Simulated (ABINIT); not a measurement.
**MgO2 (R-3m): G0W0 with ABINIT, start to end**

How does a plane-wave GW calculation on MgO2 (R-3m) run from the first input to the gap?

Method: LDA and many-body steps on it, plane waves, in ABINIT 10.8.3.

### Step 1. Starting point

It takes space group R-3m (No. 166, trigonal). The conventional cell has a = 3.210 Å, b = 3.210 Å, c = 10.482 Å, α = 90.00°, β = 90.00°, γ = 120.00°. Nearest to Mg lie 6 O at 2.11 Å. Nearest to O lie 1 O at 1.49 Å and 3 Mg at 2.11 Å. Farther neighbours and most contacts between anions are not listed.

The cell and positions are those that the Materials Project relaxed with its own functionals (PBE, PBE+U or r2SCAN), kept fixed.

### Step 2. Ground state

This step: ABINIT 10.8.3; DFT, LDA, plane waves, norm-conserving pseudopotentials.

The ground-state density comes first.

run.abi

```
acell 3*1.0 Angstrom
rprim 
  1.604761016024 0.926509204586 3.493978874900
  -1.604761016024 0.926509204586 3.493978874900
  0.000000000000 -1.853018409173 3.493978874900
ntypat 2
znucl 12 8
natom 3
typat 1 2 2
xred 
  0.000000000000 0.000000000000 0.000000000000
  0.428786000000 0.428786000000 0.428786000000
  0.571214000000 0.571214000000 0.571214000000
pp_dirpath "pseudos"
pseudos "Mg.upf, O.upf"
ecut 38
ngkpt 8 8 8
nshiftk 1
shiftk 0 0 0
kptopt 1
chksymbreak 0
nband 16
occopt 1
tolvrs 1e-10
nstep 60
prtwf 0
optforces 0
optstress 0
indata_prefix "in"
outdata_prefix "out"
tmpdata_prefix "tmp"
```

Launch:

```bash
> OMP_NUM_THREADS=1 mpirun -n 8 abinit run.abi > log
```

Numbers of over 12 decimals in the logs are rounded to 6 here.

The log of the run:

```text
.Version 10.8.3 of ABINIT. v10.8.2 released Aug 2026.

 Symmetries : space group R-3 m (#166); Bravais hR (rhombohedral)
================================================================================
 Values of the parameters that define the memory need of the present run
     intxc =       0    ionmov =       0      iscf =       7    lmnmax =       5
     lnmax =       5     mgfft =      45  mpssoang =       3    mqgrid =    3001
     natom =       3  nloc_mem =       1    nspden =       1   nspinor =       1
    nsppol =       1      nsym =      12    n1xccc =    2501    ntypat =       2
    occopt =       1   xclevel =       1
-    mband =          16        mffmem =           1         mkmem =           9
       mpw =        2382          nfft =       91125          nkpt =          65
================================================================================
  Rough estimation (10% accuracy) of disk space for files :
================================================================================

--------------------------------------------------------------------------------
------------- Echo of variables that govern the present computation ------------
--------------------------------------------------------------------------------
 -outvars: echo values of preprocessed input variables --------
            acell      1.8897261259E+00  1.8897261259E+00  1.8897261259E+00 Bohr

      chksymbreak           0
             ecut      3.80000000E+01 Hartree
-          fftalg         312

              ixc       -1012
              kpt      0.00000000E+00  0.00000000E+00  0.00000000E+00
                       1.25000000E-01  0.00000000E+00  0.00000000E+00
                       2.50000000E-01  0.00000000E+00  0.00000000E+00
                       3.75000000E-01  0.00000000E+00  0.00000000E+00
                       5.00000000E-01  0.00000000E+00  0.00000000E+00
                       1.25000000E-01  1.25000000E-01  0.00000000E+00
                       2.50000000E-01  1.25000000E-01  0.00000000E+00
                       3.75000000E-01  1.25000000E-01  0.00000000E+00
                       5.00000000E-01  1.25000000E-01  0.00000000E+00
   [... 39 further rows ...]
                       5.00000000E-01  2.50000000E-01  2.50000000E-01
                      -3.75000000E-01  2.50000000E-01  2.50000000E-01
                       outvar_i_n : Printing only first  50 k-points.
         kptrlatt        8    0    0      0    8    0      0    0    8
          kptrlen      4.85209411E+01
P           mkmem           9
            natom           3
            nband          16
            ngfft          45      45      45
             nkpt          65
            nstep          60
             nsym          12
           ntypat           2
              occ      2.000000  2.000000  2.000000  2.000000  2.000000  2.000000
                       2.000000  2.000000  2.000000  2.000000  2.000000  0.000000
                       0.000000  0.000000  0.000000  0.000000
        optforces           0
        optstress           0
            prtwf           0
            rprim      1.6047610160E+00  9.2650920459E-01  3.4939788749E+00
[...]
spgroup         166

           tolvrs      1.00000000E-10

             xred      0.0000000000E+00  0.0000000000E+00  0.0000000000E+00
[...]
znucl       12.00000    8.00000

================================================================================

 chkinp: Checking input parameters for consistency.

================================================================================
== DATASET  1 ==================================================================
-   mpi_nproc: 8, omp_nthreads: 1 (-1 if OMP is not activated)

--- !DatasetInfo
iteration_state: {dtset: 1, }
dimensions: {natom: 3, nkpt: 65, mband: 16, nsppol: 1, nspinor: 1, nspden: 1, mpw: 2382, }
cutoff_energies: {ecut:  38.0, pawecutdg:  -1.0, }
electrons: {nelect:   2.20000000E+01, charge:   0.00000000E+00, occopt:   1.00000000E+00, tsmear:   1.00000000E-02, }

 Real(R)+Recip(G) space primitive vectors, cartesian coordinates (Bohr,Bohr^-1):
 R(1)=  3.0325588  1.7508486  6.6026632  G(1)=  0.1648773  0.0951919  0.0504847
 R(2)= -3.0325588  1.7508486  6.6026632  G(2)= -0.1648773  0.0951919  0.0504847
 R(3)=  0.0000000 -3.5016973  6.6026632  G(3)=  0.0000000 -0.1903839  0.0504847
 Unit cell volume ucvol=  2.1034308E+02 bohr^3
 Angles (23,13,12)=  4.78776427E+01  4.78776427E+01  4.78776427E+01 degrees

 getcut: wavevector=  0.0000  0.0000  0.0000  ngfft=  45  45  45
         ecut(hartree)=     38.000   => boxcut(ratio)=   2.12191

--- Pseudopotential description ------------------------------------------------
- Mg Generated using ONCVPSP code by D. R. Hamann
- 12.00000  10.00000  180309                  znucl, zion, pspdat
12 -1012 1 -1 1510                            pspcod,pspxc,lmax,lloc,mmax
     nproj     2     2     0
  pspatm : epsatm=    9.23542517
         --- l  ekb(1:nproj) -->
[...]
pspatm: atomic psp has been read  and splines computed

- O Generated using ONCVPSP code by D. R. Hamann
-  8.00000   6.00000  201201                  znucl, zion, pspdat
12 -1012 2 -1 926                             pspcod,pspxc,lmax,lloc,mmax
     nproj     2     2     1
  pspatm : epsatm=    6.27558587
         --- l  ekb(1:nproj) -->
[...]
2   -1.033686
 pspatm: atomic psp has been read  and splines computed

   4.79305132E+02                                ecore*ucvol(ha*bohr**3)
--------------------------------------------------------------------------------

_setup2: Arith. and geom. avg. npw (full set) are    2353.236    2353.224

================================================================================

--- !BeginCycle
iteration_state: {dtset: 1, }
solver: {iscf: 7, nstep: 60, nline: 4, wfoptalg: 0, }
tolerances: {tolvrs: 1.00E-10, }

     iter   Etot(hartree)      deltaE(h)  residm     vres2
 ETOT  1  -92.222117384839    -9.222E+01 8.593E-02 3.480E+02
 ETOT  2  -92.283783107032    -6.167E-02 2.855E-02 2.002E+02
 ETOT  3  -92.317270252871    -3.349E-02 2.877E-03 4.824E+00
 ETOT  4  -92.317839424340    -5.692E-04 2.753E-03 1.639E-01
 ETOT  5  -92.317857684701    -1.826E-05 4.834E-04 2.437E-03
 ETOT  6  -92.317857843094    -1.584E-07 4.967E-04 1.595E-04
 ETOT  7  -92.317857853623    -1.053E-08 2.435E-04 2.828E-06
 ETOT  8  -92.317857853805    -1.829E-10 2.530E-04 4.721E-08
 ETOT  9  -92.317857853816    -1.071E-11 2.098E-04 5.003E-10
 ETOT 10  -92.317857853816     5.116E-13 1.894E-04 1.075E-11

 At SCF step   10       vres2   =  1.07E-11 < tolvrs=  1.00E-10 =>converged.

--- !ResultsGS
iteration_state: {dtset: 1, }
comment   : Summary of ground state results
lattice_vectors:
- [  3.0325588,   1.7508486,   6.6026632, ]
- [ -3.0325588,   1.7508486,   6.6026632, ]
- [  0.0000000,  -3.5016973,   6.6026632, ]
lattice_lengths: [   7.47376,    7.47376,    7.47376, ]
lattice_angles: [ 47.878,  47.878,  47.878, ] # degrees, (23, 13, 12)
lattice_volume:   2.1034308E+02
convergence: {deltae:  5.116E-13, res2:  1.075E-11, residm:  1.894E-04, diffor:  0.000E+00, }
etotal    :  -9.23178579E+01
entropy   :   0.00000000E+00
fermie    :   1.16851079E-01
cartesian_stress_tensor: null
pressure_GPa: null
xred      :
- [  0.0000E+00,   0.0000E+00,   0.0000E+00, Mg]
- [  4.2879E-01,   4.2879E-01,   4.2879E-01,  O]
- [  5.7121E-01,   5.7121E-01,   5.7121E-01,  O]
cartesian_forces: null
force_length_stats: {min: null, max: null, mean: null, }

 Integrated electronic density in atomic spheres:
 ------------------------------------------------
 Atom  Sphere_radius  Integrated_density
[...]
2        2.00000          6.27512381
    3        2.00000          6.27512381
================================================================================

 ----iterations are completed or convergence reached----

 Mean square residual over all n,k,spin=   48.935E-08; max=  18.942E-05
 reduced coordinates (array xred) for    3 atoms
       0.000000000000      0.000000000000      0.000000000000
       0.428786000000      0.428786000000      0.428786000000
       0.571214000000      0.571214000000      0.571214000000
 rms dE/dt=  0.0000E+00; max dE/dt=  0.0000E+00; dE/dt below (all hartree)
    1       0.000000000000      0.000000000000      0.000000000000
    2       0.000000000000      0.000000000000      0.000000000000
    3       0.000000000000      0.000000000000      0.000000000000

 cartesian coordinates (angstrom) at end:
    1      0.000000     0.000000     0.000000
    2     -0.000000    -4.3e-13     4.494508
    3     -0.000000    -5.7e-13     5.987429
 length scales=  1.889726125908  1.889726125908  1.889726125908 bohr
              =  1.000000000000  1.000000000000  1.000000000000 angstroms
 prteigrs : about to open file out_EIG
 Fermi (or HOMO) energy (hartree) =   0.11685   Average Vxc (hartree)=  -0.40576
 Eigenvalues (hartree) for nkpt=  65  k points:
 kpt#   1, nband= 16, wtk=  0.00195, kpt=  0.0000  0.0000  0.0000 (reduced coord)
  -2.55598   -1.35956   -1.35854   -1.35854   -0.65640   -0.40422   -0.16901   -0.00504
  -0.00504    0.08739    0.08739    0.27803    0.28643    0.55165    0.61875    0.65385
 prteigrs : prtvol=0 or 1, do not print more k-points.

--- !EnergyTerms
iteration_state     : {dtset: 1, }
comment             : Components of total free energy in Hartree
kinetic             :  5.57990396859235E+01
hartree             :  2.75969483393847E+01
xc                  : -1.59221891449993E+01
Ewald energy        : -5.49527945355433E+01
psp_core            :  2.27868266232706E+00
local_psp           : -8.37284439094024E+01
non_local_psp       : -2.33891009515058E+01
total_energy        : -9.23178578538156E+01
total_energy_eV     : -2.51209688746175E+03
band_energy         : -1.55282156070471E+01

== END DATASET(S) ==============================================================
================================================================================

 -outvars: echo values of variables after computation  --------
           etotal     -9.2317857854E+01
            nband          16
             nkpt          65
          spgroup         166
 [... the other variables as echoed above ...]

 Calculation completed.
```

It took 20 s on 8 MPI ranks of Arm Neoverse V1, shared host; peak memory 0.62 GiB; 2.6 min of CPU time.

Numbers from this step:

```
total energy               : -2512.0969 eV
gap                        : 2.137 eV
k of the valence top       : 0.5, 0.5, 0.5
k of the conduction bottom : 0.5, 0.5, 0.5
least direct gap           : 2.137 eV
```

The gap is direct, at (0.500, 0.500, 0.500).

(Continued in part 2 of 3.)

[Paths, hosts, dates, memory and timing lines, banners, echoed tables and standing remarks are left out of the program output.]

[Logs are printed without paths, hosts, clocks, repeated set-up lines and the standing remarks that a program may print on its own settings, such as how far it seeks lower states.]

[Runs of the session that timed out or met a known fault of the program may be left out.]

[Hosts, paths, dates, database ids (printed as entryN), source tags and the programs' standing remarks are cut or masked in the printed files.]

[G0W0 gaps are taken among the corrected bands and points alone; a level outside them can change the order at an edge.]

[Where Ansatz stands beside ABINIT at settings called matched, ABINIT's density can come from a denser mesh and the files from another edition; pairs whose starting gaps differed by over 0.03 eV were left out, so agreement reads better than it is.]
